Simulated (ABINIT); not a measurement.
# SiC (F-43m): a self-consistent loop beyond G0W0, cycle by cycle

Aim: iterate the self-energy on SiC (F-43m) and follow the gap from cycle to cycle.

Method: LDA and many-body steps on it, plane waves, in ABINIT 10.8.3.

**Experimental background.**

- Gap 2.4 eV: Tauc optical (indirect) gap of annealed polycrystalline 3C-SiC; UV-VIS spectroscopic ellipsometry, Tauc analysis; film (CVD ultrathin polycrystalline film, annealed, about 5 nm grains) (“On-Demand CMOS-Compatible Fabrication of Ultrathin Self-Aligned SiC Nanowire Arrays”, 2018, pmc:6267454).

- Gap 2.39 eV: band gap at cryogenic temperature; bulk crystal (literature value) (quoted in “Silicon carbide diodes for neutron detection”, 2020, arxiv:2009.14696).

Report form: the programs' logs are mostly left out.

### 1. The structure

It takes space group F-43m (No. 216, cubic). Conventional cell: a = 4.358 Å, b = 4.358 Å, c = 4.358 Å, α = 90.00°, β = 90.00°, γ = 90.00°. Nearest to Si lie 4 C at 1.89 Å. C has 4 Si at 1.89 Å nearest. Farther neighbours are not listed.

The cell and positions come from the Crystallography Open Database and are kept as given unless a step says otherwise.

### 2. Empty states on the mesh, 6×6×6 mesh, 111 bands

This step: ABINIT 10.8.3; DFT, LDA, plane waves, norm-conserving pseudopotentials.

The sums over transitions need many empty states on a uniform mesh; this step solves for them.

run.abi

```
acell 3*1.0 Angstrom
rprim 
  -0.000000000000 2.179000000000 2.179000000000
  2.179000000000 -0.000000000000 2.179000000000
  2.179000000000 2.179000000000 -0.000000000000
ntypat 2
znucl 14 6
natom 2
typat 1 2
xred 
  0.000000000000 0.000000000000 0.000000000000
  0.250000000000 0.250000000000 0.250000000000
pp_dirpath "pseudos"
pseudos "Si.upf, C.upf"
ecut 37
ngkpt 6 6 6
nshiftk 1
shiftk 0 0 0
kptopt 1
chksymbreak 0
irdden 1
istwfk *1
nband 111
prtvol 0
optdriver 6
gwr_task "HDIAGO"
paral_kgb 0
occopt 1
indata_prefix "in"
outdata_prefix "out"
tmpdata_prefix "tmp"
```

Launch:

```sh
$ OMP_NUM_THREADS=1 mpirun -n 8 abinit run.abi > log
```

Elapsed: 7.2 s, on 8 MPI ranks of Arm Neoverse V2, shared host; peak memory 1.5 GiB; 57 s of CPU time.

This step gave:

* gap: 1.327 eV
* k of the valence top: 0, 0, 0
* k of the conduction bottom: 0.5, 0.5, 0
* least direct gap: 4.526 eV
* k points computed: 16
* lowest point of the top converged band, above the valence top: 143.6177 eV

On this mesh the gap is 1.327 eV.

The density comes from a self-consistent run that is not shown.

### 3. Screening, 6×6×6 mesh, 103 bands, screening to 244.9 eV

The RPA dielectric matrix is built and inverted for each q.

This step: RPA screening on LDA, plane waves, norm-conserving pseudopotentials.

Changes to run.abi since step 2:

```diff
@@ -20,10 +20,11 @@
 chksymbreak 0
-irdden 1
 istwfk *1
-nband 111
-prtvol 0
-optdriver 6
-gwr_task "HDIAGO"
-paral_kgb 0
 occopt 1
+irdwfk 1
+optdriver 3
+nband 103
+ecuteps 9
+inclvkb 2
+awtr 1
+symchi 1
 indata_prefix "in"
```

Elapsed: 19 s, on 8 MPI ranks; peak memory 1.1 GiB.

This step gave:

* ε∞ with local fields, on this mesh, along the program's q direction: 7.195
* the same without local fields: 7.857
* plasma frequency: 23.09 eV
* plane waves in the screening matrix: 169

Local fields lower ε∞ by 8 %.

### 4. G0W0

The self-energy is evaluated for the states that the input lists, and the levels follow from it, in one-shot runs by the linearised quasiparticle equation.

This step: G0W0 on LDA, plane waves, norm-conserving pseudopotentials.

Changes to run.abi since step 3:

```diff
@@ -23,8 +23,19 @@
 irdwfk 1
-optdriver 3
+optdriver 4
 nband 103
+gwcalctyp 0
+ecutsigx 37
+symsigma 1
+nkptgw 3
+kptgw 
+  0.0000000000 0.0000000000 0.0000000000
+  0.5000000000 0.5000000000 0.0000000000
+  0.5000000000 0.0000000000 0.0000000000
+bdgw 
+  2 8
+  3 6
+  3 7
 ecuteps 9
-inclvkb 2
-awtr 1
-symchi 1
+irdscr 1
+ppmodel 1
 indata_prefix "in"
```

Run time: 8.1 s. Hardware: 8 MPI ranks; peak memory 1.3 GiB; 64 s of CPU time.

Numbers from this step:

```yaml
g0w0_gap_on_the_points_computed: 2.232 eV
starting_gap_on_the_mesh: 1.327 eV
k_of_the_valence_top: 0, 0, 0
k_of_the_conduction_bottom: 0.5, 0.5, 0
z_at_the_valence_top: 0.791
z_at_the_conduction_bottom: 0.819
least_direct_g0w0_gap_on_the_computed_points: 5.687 eV
```

The gap on the mesh goes from 1.33 eV to 2.23 eV, a correction of +0.90 eV.

### 5. evGW0, cycle 1

This step: evGW0 on LDA, plane waves, norm-conserving pseudopotentials.

Changes to run.abi since step 4:

```diff
@@ -25,14 +25,40 @@
 nband 103
-gwcalctyp 0
+gwcalctyp 10
 ecutsigx 37
 symsigma 1
-nkptgw 3
+nkptgw 16
 kptgw 
   0.0000000000 0.0000000000 0.0000000000
+  0.1666666667 0.0000000000 0.0000000000
+  0.3333333333 0.0000000000 0.0000000000
+  0.5000000000 0.0000000000 0.0000000000
+  0.1666666667 0.1666666667 0.0000000000
+  0.3333333333 0.1666666667 0.0000000000
+  0.5000000000 0.1666666667 0.0000000000
+  -0.3333333333 0.1666666667 0.0000000000
+  -0.1666666667 0.1666666667 0.0000000000
+  0.3333333333 0.3333333333 0.0000000000
+  0.5000000000 0.3333333333 0.0000000000
+  -0.3333333333 0.3333333333 0.0000000000
   0.5000000000 0.5000000000 0.0000000000
-  0.5000000000 0.0000000000 0.0000000000
+  0.5000000000 0.3333333333 0.1666666667
+  -0.3333333333 0.3333333333 0.1666666667
+  -0.3333333333 0.5000000000 0.1666666667
 bdgw 
-  2 8
-  3 6
-  3 7
+  1 8
+  1 8
+  1 8
+  1 8
+  1 8
+  1 8
+  1 8
+  1 8
+  1 8
+  1 8
+  1 8
+  1 8
+  1 8
+  1 8
+  1 8
+  1 8
 ecuteps 9
```

The job ended after 2.6 min (8 MPI ranks; peak memory 1.6 GiB).

Numbers from this step:

| Quantity | Value |
| --- | --- |
| quasiparticle gap on the mesh | 2.460 eV |
| gap of the density functional on the mesh | 1.327 eV |
| k of the valence top | 0, 0, 0 |
| k of the conduction bottom | 0.5, 0.5, 0 |
| Z at the valence top | 0.791 |
| Z at the conduction bottom | 0.819 |
| least direct quasiparticle gap on the computed points | 5.996 eV |

Against G0W0 in ABINIT (6×6×6 mesh, 103 bands, screening to 244.9 eV, Godby-Needs plasmon pole), the gap moves by +0.228 eV. This first cycle still uses the starting levels; it takes the full correction, at all points of the mesh, and its linearised value is 2.232 eV.

### 6. evGW0, cycle 2

The corrected levels of the last cycle go back in.

Changes to run.abi since step 5:

```diff
@@ -66,2 +66,3 @@
 ppmodel 1
+irdqps 1
 indata_prefix "in"
```

The job ended after 2.6 min (8 MPI ranks; peak memory 1.6 GiB).

Numbers from this step:

```
quasiparticle gap on the mesh                         : 2.369 eV
gap of the density functional on the mesh             : 1.327 eV
k of the valence top                                  : 0, 0, 0
k of the conduction bottom                            : 0.5, 0.5, 0
least direct quasiparticle gap on the computed points : 5.861 eV
```

Against the cycle before, the gap moves by −0.091 eV.

### 7. evGW0, cycle 3

run.abi is that of step 6.

Elapsed: 2.6 min, on 8 MPI ranks; peak memory 1.6 GiB; 21 min of CPU time.

Numbers from this step:

- quasiparticle gap on the mesh: 2.375 eV
- gap of the density functional on the mesh: 1.327 eV
- k of the valence top: 0, 0, 0
- k of the conduction bottom: 0.5, 0.5, 0
- least direct quasiparticle gap on the computed points: 5.874 eV

Against the cycle before, the gap moves by +0.006 eV.

### 8. Screening, 6×6×6 mesh, 103 bands, screening to 244.9 eV

This step: RPA screening on LDA, plane waves, norm-conserving pseudopotentials.

run.abi

```
acell 3*1.0 Angstrom
rprim 
  -0.000000000000 2.179000000000 2.179000000000
  2.179000000000 -0.000000000000 2.179000000000
  2.179000000000 2.179000000000 -0.000000000000
ntypat 2
znucl 14 6
natom 2
typat 1 2
xred 
  0.000000000000 0.000000000000 0.000000000000
  0.250000000000 0.250000000000 0.250000000000
pp_dirpath "pseudos"
pseudos "Si.upf, C.upf"
ecut 37
ngkpt 6 6 6
nshiftk 1
shiftk 0 0 0
kptopt 1
chksymbreak 0
istwfk *1
occopt 1
irdwfk 1
optdriver 3
nband 103
ecuteps 9
inclvkb 2
awtr 1
symchi 1
gwcalctyp 10
mbpt_sciss 1.338 eV
nqptdm 1
qptdm 
  0 0 0
indata_prefix "in"
outdata_prefix "out"
tmpdata_prefix "tmp"
```

The job ended after 2.4 s (8 MPI ranks; peak memory 0.15 GiB; 18 s of CPU time).

Numbers from this step:

```
ε∞ with local fields, on this mesh, along the program's q direction : 6.264
the same without local fields                                       : 6.775
plasma frequency                                                    : 23.09 eV
plane waves in the screening matrix                                 : 169
```

This screening uses the functional's bands under a rigid shift, the mean opening of the cycle before.

### 9. Screening, 6×6×6 mesh, 103 bands, screening to 244.9 eV

This step: RPA screening on LDA from quasiparticle energies, plane waves, norm-conserving pseudopotentials.

Changes to run.abi since step 8:

```diff
@@ -29,7 +29,21 @@
 symchi 1
+irdqps 1
 gwcalctyp 10
-mbpt_sciss 1.338 eV
-nqptdm 1
+nqptdm 15
 qptdm 
-  0 0 0
+  0.1666666667 0.0000000000 0.0000000000
+  0.3333333333 0.0000000000 0.0000000000
+  0.5000000000 0.0000000000 0.0000000000
+  0.1666666667 0.1666666667 0.0000000000
+  0.3333333333 0.1666666667 0.0000000000
+  0.5000000000 0.1666666667 0.0000000000
+  -0.3333333333 0.1666666667 0.0000000000
+  -0.1666666667 0.1666666667 0.0000000000
+  0.3333333333 0.3333333333 0.0000000000
+  0.5000000000 0.3333333333 0.0000000000
+  -0.3333333333 0.3333333333 0.0000000000
+  0.5000000000 0.5000000000 0.0000000000
+  0.5000000000 0.3333333333 0.1666666667
+  -0.3333333333 0.3333333333 0.1666666667
+  -0.3333333333 0.5000000000 0.1666666667
 indata_prefix "in"
```

mrgscr.stdin

```
2
merged
q0_SCR
out_SCR
1
```

Launch:

```sh
$ OMP_NUM_THREADS=1 mpirun -n 8 abinit run.abi > log; mrgscr < mrgscr.stdin
```

Run time: 17 s. Hardware: 8 MPI ranks; peak memory 1.1 GiB; 2.3 min of CPU time.

This step gave:

```
plasma frequency                    : 23.09 eV
plane waves in the screening matrix : 169
```

This screening reads the quasiparticle levels of the cycle before.

### 10. evGW, cycle 1

This step: evGW on LDA, plane waves, norm-conserving pseudopotentials.

Changes to run.abi since step 9:

```diff
@@ -23,12 +23,10 @@
 irdwfk 1
-optdriver 3
+optdriver 4
 nband 103
-ecuteps 9
-inclvkb 2
-awtr 1
-symchi 1
-irdqps 1
 gwcalctyp 10
-nqptdm 15
-qptdm 
+ecutsigx 37
+symsigma 1
+nkptgw 16
+kptgw 
+  0.0000000000 0.0000000000 0.0000000000
   0.1666666667 0.0000000000 0.0000000000
@@ -48,2 +46,23 @@
   -0.3333333333 0.5000000000 0.1666666667
+bdgw 
+  1 8
+  1 8
+  1 8
+  1 8
+  1 8
+  1 8
+  1 8
+  1 8
+  1 8
+  1 8
+  1 8
+  1 8
+  1 8
+  1 8
+  1 8
+  1 8
+ecuteps 9
+irdscr 1
+ppmodel 1
+irdqps 1
 indata_prefix "in"
```

Launch:

```sh
$ OMP_NUM_THREADS=1 mpirun -n 8 abinit run.abi > log
```

It took 2.6 min on 8 MPI ranks; peak memory 1.6 GiB.

Numbers from this step:

| Quantity | Value |
| --- | --- |
| quasiparticle gap on the mesh | 2.571 eV |
| gap of the density functional on the mesh | 1.327 eV |
| k of the valence top | 0, 0, 0 |
| k of the conduction bottom | 0.5, 0.5, 0 |
| least direct quasiparticle gap on the computed points | 6.108 eV |

Against G0W0 in ABINIT (6×6×6 mesh, 103 bands, screening to 244.9 eV, Godby-Needs plasmon pole), the gap moves by +0.339 eV.

### 11. Screening, 6×6×6 mesh, 103 bands, screening to 244.9 eV

This step: RPA screening on LDA, plane waves, norm-conserving pseudopotentials.

run.abi

```
acell 3*1.0 Angstrom
rprim 
  -0.000000000000 2.179000000000 2.179000000000
  2.179000000000 -0.000000000000 2.179000000000
  2.179000000000 2.179000000000 -0.000000000000
ntypat 2
znucl 14 6
natom 2
typat 1 2
xred 
  0.000000000000 0.000000000000 0.000000000000
  0.250000000000 0.250000000000 0.250000000000
pp_dirpath "pseudos"
pseudos "Si.upf, C.upf"
ecut 37
ngkpt 6 6 6
nshiftk 1
shiftk 0 0 0
kptopt 1
chksymbreak 0
istwfk *1
occopt 1
irdwfk 1
optdriver 3
nband 103
ecuteps 9
inclvkb 2
awtr 1
symchi 1
gwcalctyp 10
mbpt_sciss 1.584 eV
nqptdm 1
qptdm 
  0 0 0
indata_prefix "in"
outdata_prefix "out"
tmpdata_prefix "tmp"
```

Run time: 2.4 s. Hardware: 8 MPI ranks; peak memory 0.15 GiB.

Numbers from this step:

```yaml
eps_infinity_with_local_fields_on_this_mesh_along_the_program_s_q_direction: 6.124
the_same_without_local_fields: 6.614
plasma_frequency: 23.09 eV
plane_waves_in_the_screening_matrix: 169
```

This screening uses the functional's bands under a rigid shift, the mean opening of the cycle before.

### 12. Screening, 6×6×6 mesh, 103 bands, screening to 244.9 eV

This step: RPA screening on LDA from quasiparticle energies, plane waves, norm-conserving pseudopotentials.

Changes to run.abi since step 11:

```diff
@@ -29,7 +29,21 @@
 symchi 1
+irdqps 1
 gwcalctyp 10
-mbpt_sciss 1.584 eV
-nqptdm 1
+nqptdm 15
 qptdm 
-  0 0 0
+  0.1666666667 0.0000000000 0.0000000000
+  0.3333333333 0.0000000000 0.0000000000
+  0.5000000000 0.0000000000 0.0000000000
+  0.1666666667 0.1666666667 0.0000000000
+  0.3333333333 0.1666666667 0.0000000000
+  0.5000000000 0.1666666667 0.0000000000
+  -0.3333333333 0.1666666667 0.0000000000
+  -0.1666666667 0.1666666667 0.0000000000
+  0.3333333333 0.3333333333 0.0000000000
+  0.5000000000 0.3333333333 0.0000000000
+  -0.3333333333 0.3333333333 0.0000000000
+  0.5000000000 0.5000000000 0.0000000000
+  0.5000000000 0.3333333333 0.1666666667
+  -0.3333333333 0.3333333333 0.1666666667
+  -0.3333333333 0.5000000000 0.1666666667
 indata_prefix "in"
```

mrgscr.stdin is that of step 9.

Launch:

```sh
$ OMP_NUM_THREADS=1 mpirun -n 8 abinit run.abi > log; mrgscr < mrgscr.stdin
```

Wall time 17 s (8 MPI ranks); peak memory 1.1 GiB; 2.3 min of CPU time.

This step gave:

```
plasma frequency                    : 23.09 eV
plane waves in the screening matrix : 169
```

This screening reads the quasiparticle levels of the cycle before.

### 13. evGW, cycle 2

This step: evGW on LDA, plane waves, norm-conserving pseudopotentials.

Changes to run.abi since step 12:

```diff
@@ -23,12 +23,10 @@
 irdwfk 1
-optdriver 3
+optdriver 4
 nband 103
-ecuteps 9
-inclvkb 2
-awtr 1
-symchi 1
-irdqps 1
 gwcalctyp 10
-nqptdm 15
-qptdm 
+ecutsigx 37
+symsigma 1
+nkptgw 16
+kptgw 
+  0.0000000000 0.0000000000 0.0000000000
   0.1666666667 0.0000000000 0.0000000000
@@ -48,2 +46,23 @@
   -0.3333333333 0.5000000000 0.1666666667
+bdgw 
+  1 8
+  1 8
+  1 8
+  1 8
+  1 8
+  1 8
+  1 8
+  1 8
+  1 8
+  1 8
+  1 8
+  1 8
+  1 8
+  1 8
+  1 8
+  1 8
+ecuteps 9
+irdscr 1
+ppmodel 1
+irdqps 1
 indata_prefix "in"
```

Launch:

```sh
$ OMP_NUM_THREADS=1 mpirun -n 8 abinit run.abi > log
```

Run time: 2.6 min. Hardware: 8 MPI ranks; peak memory 1.6 GiB; 21 min of CPU time.

This step gave:

* quasiparticle gap on the mesh: 2.592 eV
* gap of the density functional on the mesh: 1.327 eV
* k of the valence top: 0, 0, 0
* k of the conduction bottom: 0.5, 0.5, 0
* least direct quasiparticle gap on the computed points: 6.133 eV

Against the cycle before, the gap moves by +0.021 eV.

### 14. Screening, 6×6×6 mesh, 103 bands, screening to 244.9 eV

This step: RPA screening on LDA, plane waves, norm-conserving pseudopotentials.

run.abi

```
acell 3*1.0 Angstrom
rprim 
  -0.000000000000 2.179000000000 2.179000000000
  2.179000000000 -0.000000000000 2.179000000000
  2.179000000000 2.179000000000 -0.000000000000
ntypat 2
znucl 14 6
natom 2
typat 1 2
xred 
  0.000000000000 0.000000000000 0.000000000000
  0.250000000000 0.250000000000 0.250000000000
pp_dirpath "pseudos"
pseudos "Si.upf, C.upf"
ecut 37
ngkpt 6 6 6
nshiftk 1
shiftk 0 0 0
kptopt 1
chksymbreak 0
istwfk *1
occopt 1
irdwfk 1
optdriver 3
nband 103
ecuteps 9
inclvkb 2
awtr 1
symchi 1
gwcalctyp 10
mbpt_sciss 1.609 eV
nqptdm 1
qptdm 
  0 0 0
indata_prefix "in"
outdata_prefix "out"
tmpdata_prefix "tmp"
```

Elapsed: 2.4 s, on 8 MPI ranks; peak memory 0.15 GiB; 18 s of CPU time.

This step gave:

```
ε∞ with local fields, on this mesh, along the program's q direction : 6.111
the same without local fields                                       : 6.598
plasma frequency                                                    : 23.09 eV
plane waves in the screening matrix                                 : 169
```

This screening uses the functional's bands under a rigid shift, the mean opening of the cycle before.

### 15. Screening, 6×6×6 mesh, 103 bands, screening to 244.9 eV

This step: RPA screening on LDA from quasiparticle energies, plane waves, norm-conserving pseudopotentials.

Changes to run.abi since step 14:

```diff
@@ -29,7 +29,21 @@
 symchi 1
+irdqps 1
 gwcalctyp 10
-mbpt_sciss 1.609 eV
-nqptdm 1
+nqptdm 15
 qptdm 
-  0 0 0
+  0.1666666667 0.0000000000 0.0000000000
+  0.3333333333 0.0000000000 0.0000000000
+  0.5000000000 0.0000000000 0.0000000000
+  0.1666666667 0.1666666667 0.0000000000
+  0.3333333333 0.1666666667 0.0000000000
+  0.5000000000 0.1666666667 0.0000000000
+  -0.3333333333 0.1666666667 0.0000000000
+  -0.1666666667 0.1666666667 0.0000000000
+  0.3333333333 0.3333333333 0.0000000000
+  0.5000000000 0.3333333333 0.0000000000
+  -0.3333333333 0.3333333333 0.0000000000
+  0.5000000000 0.5000000000 0.0000000000
+  0.5000000000 0.3333333333 0.1666666667
+  -0.3333333333 0.3333333333 0.1666666667
+  -0.3333333333 0.5000000000 0.1666666667
 indata_prefix "in"
```

mrgscr.stdin is that of step 12.

Launch:

```sh
$ OMP_NUM_THREADS=1 mpirun -n 8 abinit run.abi > log; mrgscr < mrgscr.stdin
```

Run time: 18 s. Hardware: 8 MPI ranks; peak memory 1.1 GiB; 2.3 min of CPU time.

This step gave:

```yaml
plasma_frequency: 23.09 eV
plane_waves_in_the_screening_matrix: 169
```

This screening reads the quasiparticle levels of the cycle before.

### 16. evGW, cycle 3

This step: evGW on LDA, plane waves, norm-conserving pseudopotentials.

Changes to run.abi since step 15:

```diff
@@ -23,12 +23,10 @@
 irdwfk 1
-optdriver 3
+optdriver 4
 nband 103
-ecuteps 9
-inclvkb 2
-awtr 1
-symchi 1
-irdqps 1
 gwcalctyp 10
-nqptdm 15
-qptdm 
+ecutsigx 37
+symsigma 1
+nkptgw 16
+kptgw 
+  0.0000000000 0.0000000000 0.0000000000
   0.1666666667 0.0000000000 0.0000000000
@@ -48,2 +46,23 @@
   -0.3333333333 0.5000000000 0.1666666667
+bdgw 
+  1 8
+  1 8
+  1 8
+  1 8
+  1 8
+  1 8
+  1 8
+  1 8
+  1 8
+  1 8
+  1 8
+  1 8
+  1 8
+  1 8
+  1 8
+  1 8
+ecuteps 9
+irdscr 1
+ppmodel 1
+irdqps 1
 indata_prefix "in"
```

Launch:

```sh
$ OMP_NUM_THREADS=1 mpirun -n 8 abinit run.abi > log
```

Run time: 2.6 min. Hardware: 8 MPI ranks; peak memory 1.6 GiB; 21 min of CPU time.

This step gave:

- quasiparticle gap on the mesh: 2.594 eV
- gap of the density functional on the mesh: 1.327 eV
- k of the valence top: 0, 0, 0
- k of the conduction bottom: 0.5, 0.5, 0
- least direct quasiparticle gap on the computed points: 6.135 eV

Against the cycle before, the gap moves by +0.002 eV.

### 17. The runs together

Times are wall times on 8 MPI ranks of Arm Neoverse V2, shared host, good to a factor of about two. A run's time includes the screening step that it read.

| run | mesh | bands | screening cutoff (eV) | DFT gap (eV) | gap on the mesh (eV) | direct (eV) | ε∞ used | time |
| --- | --- | --- | --- | --- | --- | --- | --- | --- |
| G0W0 | 6×6×6 | 103 | 244.9 | 1.327 | 2.232 | 5.687 | 7.19 | 27 s |
| evGW0, cycle 1 | 6×6×6 | 103 | 244.9 | 1.327 | 2.460 | 5.996 | 7.19 | 2.9 min |
| evGW0, cycle 2 | 6×6×6 | 103 | 244.9 | 1.327 | 2.369 | 5.861 | 7.19 | 2.9 min |
| evGW0, cycle 3 | 6×6×6 | 103 | 244.9 | 1.327 | 2.375 | 5.874 | 7.19 | 2.9 min |
| evGW, cycle 1 | 6×6×6 | 103 | 244.9 | 1.327 | 2.571 | 6.108 | 6.26 | 2.9 min |
| evGW, cycle 2 | 6×6×6 | 103 | 244.9 | 1.327 | 2.592 | 6.133 | 6.12 | 2.9 min |
| evGW, cycle 3 | 6×6×6 | 103 | 244.9 | 1.327 | 2.594 | 6.135 | 6.11 | 2.9 min |

### 18. What came out

* G0W0: 2.232 eV
* evGW0, cycle 1: 2.460 eV
* evGW0, cycle 2: 2.369 eV
* evGW0, cycle 3: 2.375 eV
* evGW, cycle 1: 2.571 eV
* evGW, cycle 2: 2.592 eV
* evGW, cycle 3: 2.594 eV
* known limits: not at the basis limit

Only the bands that the input lists are updated; the others, empty or deep, keep the functional's energies or take a rigid shift. The evGW loop starts from the last levels of evGW0, so its cycles and time come on top of those. evGW0 ends at 2.38 eV, +0.14 eV from G0W0, after 3 cycles that took 7.9 min beside the first screening; the last moved the gap by 0.006 eV. evGW ends at 2.59 eV, +0.36 eV from G0W0, after 3 cycles that took 8.8 min beside the first screening; the last moved the gap by 0.002 eV. The first cycle of evGW0 takes the full correction, without the factor Z, so it overshoots the one-shot value. Against experiment, by evGW, cycle 3: the gap of 2.59 eV lies +0.19 eV from the measured 2.4 eV (indirect, 2018); the gap of 2.59 eV lies +0.20 eV from the measured 2.39 eV (kind not stated, quoted 2020). These are gaps on the mesh, at modest bands and cutoff. The calculation has static nuclei and no excitons; a measured gap holds zero-point and thermal motion, which mostly lowers it. Bands and cutoff are finite, so the gap is not at the basis limit. The miss can reach some tenths of an eV and take either sign; the mesh is an error of its own. In the updated screening the q = 0 part is built from Kohn-Sham bands under a rigid shift, the other q from the quasiparticle levels.

[Paths, hosts, dates, memory and timing lines, banners, echoed tables and standing remarks are left out of the program output.]

[Logs are printed without paths, hosts, clocks, repeated set-up lines and the standing remarks that a program may print on its own settings, such as how far it seeks lower states.]

[Runs of the session that timed out or met a known fault of the program may be left out.]

[Hosts, paths, dates, database ids (printed as entryN), source tags and the programs' standing remarks are cut or masked in the printed files.]

[G0W0 gaps are taken among the corrected bands and points alone; a level outside them can change the order at an edge.]

[Where Ansatz stands beside ABINIT at settings called matched, ABINIT's density can come from a denser mesh and the files from another edition; pairs whose starting gaps differed by over 0.03 eV were left out, so agreement reads better than it is.]
